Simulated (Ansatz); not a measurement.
# Cl-terminated Sn(111) slab, 1 bilayer: the cell at rest, part 2 of 2

Aim: bring Cl-terminated Sn(111) slab, 1 bilayer to small forces and stress, as phonons need.

Ansatz 0.2.0; DFT PBEsol, scalar-relativistic, plane waves, PAW; PAW set soft_1.

So far. Step 2 (A coarse first look): The coarse mesh shows a gap of 0.17 eV.

### Step 4. Bringing the structure to rest, k-mesh 12×12×1, smearing width 0.1 eV

The relaxation is repeated from its end, on the mesh and smearing that suit the cell and gap now reached.

Contents of input.yaml:

```yaml
crystal:
  lattice:
    - [4.8344426405, 0.0, 0.0]
    - [-2.4172213203, 4.1867501399, 0.0]
    - [0.0, 0.0, 35.153521618]
  atoms:
    - { symbol: Cl, position: [0.0, 0.0, 0.1892019121] }
    - { symbol: Cl, position: [0.3333333333, 0.6666666667, 0.3420890978] }
    - { symbol: Sn, position: [0.0, 0.0, 0.2561170797] }
    - { symbol: Sn, position: [0.3333333333, 0.6666666667, 0.2751739301] }
  periodic: [true, true, false]
kpoints:
  mp_grid: { grid: [12, 12, 1] }
hamiltonian:
  xc: pbesol
  pseudopotentials: { kind: paw, azcp: { folder: soft_1 }, xc_functional: pbe }
scf:
  occupations: { method: gaussian, width: 0.1 }
output:
  forces: true
  stress: true
  eigenvalues: true
  write_density: true
  write_potential: true
  elf: true
  volumetric_format: npy
relax:
  adjacent_minimum: "off"
  f_tol: 0.005
  max_steps: 80
  cell: { stress_2d_tol: 0.02 }
```

The run is started by

```
$ ansatz run input.yaml --threads 4 --pin off --max-ram 16384MiB --backend cpu --events-out ev --progress --plain --runs-dir out
```

Numbers of over 12 decimals in the logs are rounded to 6 here.

The log of the run:

```text
[...]
Crystal: 4 atoms, lattice volume = 711.528 Å³
Basis set: ecut = 420 eV, 13749 PW (Γ), exchange–correlation on 72×72×480 points (8 copies of the dense FFT grid, shifted against one another)
Bands: 26, of which v1, the nominal top of the filled ones, is band 21 counted from 1 (20 counted from 0)
Symmetry: 12 space group operations
[...]
k-points: 19 of 144
[...]
cell:  # Å, volume = 711.5285 Å³
    - [4.834443, 2.8867415246081315e-11, 0.0]
    - [-2.417221, 4.186750, 0.0]
    - [0.0, 0.0, 35.153521618]
  atoms:
    - { symbol: Cl, position: [9.251858539620032e-18, -5.08852219630634e-17, 0.189202] }
    - { symbol: Cl, position: [0.333333, 0.666667, 0.342089] }
    - { symbol: Sn, position: [9.251858539620032e-18, -5.08852219630634e-17, 0.256117] }
    - { symbol: Sn, position: [0.333333, 0.666667, 0.275174] }
[key lines of the parts left out:]
SCF converged after 9 iterations
Free energy (F): -14023.416978 eV
Fermi energy:    -6.323859 eV
P = ½ c Tr σ = -0.0160 N/m
```

Run time: 10 s. Hardware: 4 threads of Intel Xeon 6975P-C (Granite Rapids), shared host; peak memory 1.2 GiB; 38 s of CPU time.

Little changed from the start: no atom moved by 0.005 Å and no cell edge by 0.1 %.

ELF in the ac plane at fractional y = 0.667, with atoms of Cl and Sn within 0.2 Å of it. It is the smooth field of the valence electrons, not physical close to the nuclei.

Values, 24 rows by 14 columns, each cell a mean:
```
0.00 0.00 0.00 0.00 0.00 0.00 0.00 0.00 0.00 0.00 0.00 0.00 0.00 0.00
0.00 0.00 0.00 0.00 0.00 0.00 0.00 0.00 0.00 0.00 0.00 0.00 0.00 0.00
0.00 0.00 0.00 0.00 0.00 0.00 0.00 0.00 0.00 0.00 0.00 0.00 0.00 0.00
0.00 0.00 0.00 0.00 0.00 0.00 0.00 0.00 0.00 0.00 0.00 0.00 0.00 0.00
0.00 0.00 0.00 0.00 0.00 0.00 0.00 0.00 0.00 0.00 0.00 0.00 0.00 0.00
0.00 0.00 0.00 0.00 0.00 0.00 0.00 0.00 0.00 0.00 0.00 0.00 0.00 0.00
0.00 0.00 0.00 0.00 0.00 0.00 0.00 0.00 0.00 0.00 0.00 0.00 0.00 0.00
0.00 0.00 0.00 0.00 0.00 0.00 0.00 0.00 0.00 0.00 0.00 0.00 0.00 0.00
0.00 0.00 0.00 0.00 0.00 0.00 0.00 0.00 0.00 0.00 0.00 0.00 0.00 0.00
0.00 0.00 0.00 0.00 0.00 0.00 0.00 0.00 0.00 0.00 0.00 0.00 0.00 0.00
0.00 0.00 0.00 0.00 0.00 0.00 0.00 0.00 0.00 0.00 0.00 0.00 0.00 0.00
0.00 0.00 0.00 0.00 0.00 0.00 0.00 0.00 0.00 0.00 0.00 0.00 0.00 0.00
0.00 0.00 0.00 0.00 0.00 0.00 0.00 0.00 0.00 0.00 0.00 0.00 0.00 0.00
0.00 0.00 0.00 0.00 0.00 0.00 0.00 0.00 0.00 0.00 0.00 0.00 0.00 0.00
0.07 0.14 0.20 0.25 0.27 0.27 0.25 0.20 0.14 0.06 0.01 0.00 0.00 0.01
0.50 0.73 0.84 0.82 0.62 0.64 0.83 0.84 0.72 0.46 0.12 0.01 0.01 0.14
0.20 0.34 0.45 0.50 0.48 0.48 0.50 0.45 0.33 0.18 0.08 0.06 0.06 0.09
0.53 0.45 0.32 0.18 0.09 0.10 0.19 0.33 0.46 0.53 0.45 0.40 0.40 0.46
0.17 0.16 0.18 0.19 0.21 0.21 0.19 0.17 0.16 0.17 0.20 0.23 0.23 0.20
0.38 0.17 0.04 0.01 0.00 0.00 0.01 0.04 0.18 0.40 0.56 0.62 0.62 0.55
0.08 0.03 0.01 0.00 0.00 0.00 0.00 0.01 0.03 0.08 0.13 0.15 0.15 0.12
0.00 0.00 0.00 0.00 0.00 0.00 0.00 0.00 0.00 0.00 0.00 0.00 0.00 0.00
0.00 0.00 0.00 0.00 0.00 0.00 0.00 0.00 0.00 0.00 0.00 0.00 0.00 0.00
0.00 0.00 0.00 0.00 0.00 0.00 0.00 0.00 0.00 0.00 0.00 0.00 0.00 0.00
```
Columns run along a (4.8 Å), rows up along c (35.2 Å). Atoms in or near the plane, at fractional coordinates: Cl at (0.33, 0.34), Sn at (0.33, 0.28).

Electrostatic potential energy in the ac plane at fractional y = 0.667, with atoms of Cl and Sn within 0.2 Å of it. With pseudopotentials it is smooth inside the atoms' cores, unlike the true potential.

Values in eV, 24 rows by 14 columns, each cell a mean:
```
  0   0   0   0   0   0   0   0   0   0   0   0   0   0
  0   0   0   0   0   0   0   0   0   0   0   0   0   0
  0   0   0   0   0   0   0   0   0   0   0   0   0   0
  0   0   0   0   0   0   0   0   0   0   0   0   0   0
  0   0   0   0   0   0   0   0   0   0   0   0   0   0
  0   0   0   0   0   0   0   0   0   0   0   0   0   0
  0   0   0   0   0   0   0   0   0   0   0   0   0   0
  0   0   0   0   0   0   0   0   0   0   0   0   0   0
  0   0   0   0   0   0   0   0   0   0   0   0   0   0
  0   0   0   0   0   0   0   0   0   0   0   0   0   0
  0   0   0   0   0   0   0   0   0   0   0   0   0   0
  0   0   0   0   0   0   0   0   0   0   0   0   0   0
  0   0   0   0   0   0   0   0   0   0   0   0   0   0
  0   0   0   0   0   0   0   0   0   0   0   0   0   0
  0   0   0  -1  -1  -1  -1   0   0   0   0   0   0   0
 -1  -2 -10 -15 -17 -17 -15  -9  -2   0   0   0   0   0
 -3  -5  -9 -14 -17 -16 -14  -9  -4  -3  -2  -2  -2  -2
 -6 -10 -16 -17  -9  -9 -17 -16  -9  -5  -5  -6  -6  -5
 -3  -3  -3  -4  -5  -5  -4  -3  -3  -3  -3  -4  -4  -3
  0   0   0   0   0   0   0   0   0   0  -1  -1  -1  -1
  0   0   0   0   0   0   0   0   0   0   0   0   0   0
  0   0   0   0   0   0   0   0   0   0   0   0   0   0
  0   0   0   0   0   0   0   0   0   0   0   0   0   0
  0   0   0   0   0   0   0   0   0   0   0   0   0   0
```
Columns run along a (4.8 Å; values clipped at the 3rd and 97th percentile), rows up along c (35.2 Å). Atoms in or near the plane, at fractional coordinates: Cl at (0.33, 0.34), Sn at (0.33, 0.28).

Valence density in the ac plane at fractional y = 0.667, with atoms of Cl and Sn within 0.2 Å of it. It is the smooth field of the valence electrons, not physical close to the nuclei.

Values in units of 1e0 e/Å³, 24 rows by 14 columns, each cell a mean:
```
0.0 0.0 0.0 0.0 0.0 0.0 0.0 0.0 0.0 0.0 0.0 0.0 0.0 0.0
0.0 0.0 0.0 0.0 0.0 0.0 0.0 0.0 0.0 0.0 0.0 0.0 0.0 0.0
0.0 0.0 0.0 0.0 0.0 0.0 0.0 0.0 0.0 0.0 0.0 0.0 0.0 0.0
0.0 0.0 0.0 0.0 0.0 0.0 0.0 0.0 0.0 0.0 0.0 0.0 0.0 0.0
0.0 0.0 0.0 0.0 0.0 0.0 0.0 0.0 0.0 0.0 0.0 0.0 0.0 0.0
0.0 0.0 0.0 0.0 0.0 0.0 0.0 0.0 0.0 0.0 0.0 0.0 0.0 0.0
0.0 0.0 0.0 0.0 0.0 0.0 0.0 0.0 0.0 0.0 0.0 0.0 0.0 0.0
0.0 0.0 0.0 0.0 0.0 0.0 0.0 0.0 0.0 0.0 0.0 0.0 0.0 0.0
0.0 0.0 0.0 0.0 0.0 0.0 0.0 0.0 0.0 0.0 0.0 0.0 0.0 0.0
0.0 0.0 0.0 0.0 0.0 0.0 0.0 0.0 0.0 0.0 0.0 0.0 0.0 0.0
0.0 0.0 0.0 0.0 0.0 0.0 0.0 0.0 0.0 0.0 0.0 0.0 0.0 0.0
0.0 0.0 0.0 0.0 0.0 0.0 0.0 0.0 0.0 0.0 0.0 0.0 0.0 0.0
0.0 0.0 0.0 0.0 0.0 0.0 0.0 0.0 0.0 0.0 0.0 0.0 0.0 0.0
0.0 0.0 0.0 0.0 0.0 0.0 0.0 0.0 0.0 0.0 0.0 0.0 0.0 0.0
0.0 0.0 0.0 0.0 0.1 0.1 0.0 0.0 0.0 0.0 0.0 0.0 0.0 0.0
0.1 0.2 0.6 1.2 1.1 1.2 1.2 0.6 0.2 0.0 0.0 0.0 0.0 0.0
0.1 0.1 0.4 0.8 1.4 1.4 0.8 0.3 0.1 0.1 0.0 0.0 0.0 0.0
0.2 0.3 0.8 3.1 6.5 6.2 2.8 0.7 0.2 0.1 0.1 0.1 0.1 0.1
0.1 0.0 0.1 0.1 0.1 0.1 0.1 0.1 0.0 0.1 0.1 0.1 0.1 0.1
0.0 0.0 0.0 0.0 0.0 0.0 0.0 0.0 0.0 0.0 0.1 0.1 0.1 0.1
0.0 0.0 0.0 0.0 0.0 0.0 0.0 0.0 0.0 0.0 0.0 0.0 0.0 0.0
0.0 0.0 0.0 0.0 0.0 0.0 0.0 0.0 0.0 0.0 0.0 0.0 0.0 0.0
0.0 0.0 0.0 0.0 0.0 0.0 0.0 0.0 0.0 0.0 0.0 0.0 0.0 0.0
0.0 0.0 0.0 0.0 0.0 0.0 0.0 0.0 0.0 0.0 0.0 0.0 0.0 0.0
```
Columns run along a (4.8 Å), rows up along c (35.2 Å). Atoms in or near the plane, at fractional coordinates: Cl at (0.33, 0.34), Sn at (0.33, 0.28).

### Step 5. Relaxing to small forces for the phonons

Phonons need a cell at rest on their own settings, so the relaxation is repeated with tight tolerances on forces and stress, using the mesh and the filling of the phonon run that follows.

input.yaml, the sections that differ from step 4:

```yaml
crystal:
  lattice:
    - [4.8344426406, 0.0, 0.0]
    - [-2.4172213203, 4.1867501398, 0.0]
    - [0.0, 0.0, 35.153521618]
  atoms:
    - { symbol: Cl, position: [0.0, 0.0, 0.1892019121] }
    - { symbol: Cl, position: [0.3333333333, 0.6666666667, 0.3420890978] }
    - { symbol: Sn, position: [0.0, 0.0, 0.2561170797] }
    - { symbol: Sn, position: [0.3333333333, 0.6666666667, 0.2751739301] }
  periodic: [true, true, false]
scf:
  occupations: { method: methfessel_paxton, width: 0.2 }
relax:
  adjacent_minimum: "off"
  f_tol: 0.001
  max_steps: 60
  cell: { stress_2d_tol: 0.002 }
# kpoints, hamiltonian, output: as in step 4
```

The log of the run:

```text
[...]
Crystal: 4 atoms, lattice volume = 711.528 Å³
Basis set: ecut = 420 eV, 13749 PW (Γ), exchange–correlation on 72×72×480 points (8 copies of the dense FFT grid, shifted against one another)
Bands: 26, of which v1, the nominal top of the filled ones, is band 21 counted from 1 (20 counted from 0)
Symmetry: 12 space group operations
[...]
k-points: 19 of 144
[...]
cell:  # Å, volume = 710.5988 Å³
    - [4.831283, 0.0, 0]
    - [-2.415642, 4.184014, 0]
    - [0, 0, 35.153521618]
  atoms:
    - { symbol: Cl, position: [9.224345963390793e-18, -5.0885221963063393e-17, 0.189172] }
    - { symbol: Cl, position: [0.333333, 0.666667, 0.342119] }
    - { symbol: Sn, position: [9.217870049808829e-18, -5.0885221963063393e-17, 0.256081] }
    - { symbol: Sn, position: [0.333333, 0.666667, 0.275210] }
[key lines of the parts left out:]
SCF converged after 9 iterations
Free energy (F): -14023.416164 eV
Fermi energy:    -6.323339 eV
P = ½ c Tr σ = -0.0007 N/m
```

Run time: 24 s. Hardware: 4 threads; peak memory 1.2 GiB; 93 s of CPU time.

Little changed from the start: no atom moved by 0.005 Å and no cell edge by 0.1 %.

Numbers from this step:

```yaml
area_per_atom: 5.054 Å²
```

Valence density in the ac plane at fractional y = 0.667, with atoms of Cl and Sn within 0.2 Å of it. It is the smooth field of the valence electrons, not physical close to the nuclei.

Ten steps, logarithmic in the rise over the least value, from '0' (0.00 × 1e0 e/Å³) to '9' (6.48 × 1e0 e/Å³), each cell a mean:
```
00000000000000
00000000000000
00000000000000
00000000000000
00000000000000
00000000000000
00000000000000
00000000000000
00000000000000
00000000000000
00000000000000
00000000000000
00000000000000
00000000000000
00011100000000
13566664210000
12456653210000
23589985322222
11111111111111
00000000001111
00000000000000
00000000000000
00000000000000
00000000000000
```
Columns run along a (4.8 Å), rows up along c (35.2 Å). Atoms in or near the plane, at fractional coordinates: Cl at (0.33, 0.34), Sn at (0.33, 0.28).

ELF in the ac plane at fractional y = 0.667, with atoms of Cl and Sn within 0.2 Å of it. It is the smooth field of the valence electrons, not physical close to the nuclei.

Ten even steps from '_' (0.00) to '@' (0.84), each cell a mean:
```
____________________________
____________________________
____________________________
____________________________
____________________________
____________________________
____________________________
____________________________
____________________________
____________________________
____________________________
____________________________
____________________________
____________________________
__..::::----::::..__________
++%%@@@@####@@@@%%++..____..
::==++++++++++++--::______..
**++--::....::--++**++====++
::..::::::::::::..::::::::::
==::____________::==**####**
____________________........
____________________________
____________________________
____________________________
```
Columns run along a (4.8 Å), rows up along c (35.2 Å). Atoms in or near the plane, at fractional coordinates: Cl at (0.33, 0.34), Sn at (0.33, 0.28).

Electrostatic potential energy in the ac plane at fractional y = 0.667, with atoms of Cl and Sn within 0.2 Å of it. With pseudopotentials it is smooth inside the atoms' cores, unlike the true potential.

Ten even steps from '_' (-17 eV) to '@' (0 eV), each cell a mean:
```
@@@@@@@@@@@@@@@@@@@@@@@@@@@@
@@@@@@@@@@@@@@@@@@@@@@@@@@@@
@@@@@@@@@@@@@@@@@@@@@@@@@@@@
@@@@@@@@@@@@@@@@@@@@@@@@@@@@
@@@@@@@@@@@@@@@@@@@@@@@@@@@@
@@@@@@@@@@@@@@@@@@@@@@@@@@@@
@@@@@@@@@@@@@@@@@@@@@@@@@@@@
@@@@@@@@@@@@@@@@@@@@@@@@@@@@
@@@@@@@@@@@@@@@@@@@@@@@@@@@@
@@@@@@@@@@@@@@@@@@@@@@@@@@@@
@@@@@@@@@@@@@@@@@@@@@@@@@@@@
@@@@@@@@@@@@@@@@@@@@@@@@@@@@
@@@@@@@@@@@@@@@@@@@@@@@@@@@@
@@@@@@@@@@@@@@@@@@@@@@@@@@@@
@@@@@@@@@@@@@@@@@@@@@@@@@@@@
@@%%--________==%%@@@@@@@@@@
%%##==..____..==##%%%%%%%%%%
**--____====____==**********
%%%%####****####%%%%%%####%%
@@@@@@@@@@@@@@@@@@@@@@@@@@@@
@@@@@@@@@@@@@@@@@@@@@@@@@@@@
@@@@@@@@@@@@@@@@@@@@@@@@@@@@
@@@@@@@@@@@@@@@@@@@@@@@@@@@@
@@@@@@@@@@@@@@@@@@@@@@@@@@@@
```
Columns run along a (4.8 Å; values clipped at the 3rd and 97th percentile), rows up along c (35.2 Å). Atoms in or near the plane, at fractional coordinates: Cl at (0.33, 0.34), Sn at (0.33, 0.28).

The largest force component left is 0.045 meV/Å, within the tolerances set.

### Step 6. Results

```yaml
space_group_after_relaxation_within_0p01_a: P-3m1
lattice_constant_a: 4.831 Å
lattice_constant_b: 4.831 Å
area_per_atom: 5.05 Å²
```

What this shows: The largest force component left is 0.045 meV/Å, within the tolerances set. The relaxation keeps the symmetry of its start, so it says nothing on stability against lower symmetry. Spin-orbit coupling is left out, which can matter for the heavy elements here. The PAW files were made for PBE and serve the other functionals too. The starting cell was built on a prototype and not taken from a measurement.

[Logs are printed without paths, hosts, clocks, repeated set-up lines and the standing remarks that a program may print on its own settings, such as how far it seeks lower states.]

[Hosts, paths, dates, database ids (printed as entryN), source tags and the programs' standing remarks are cut or masked in the printed files.]
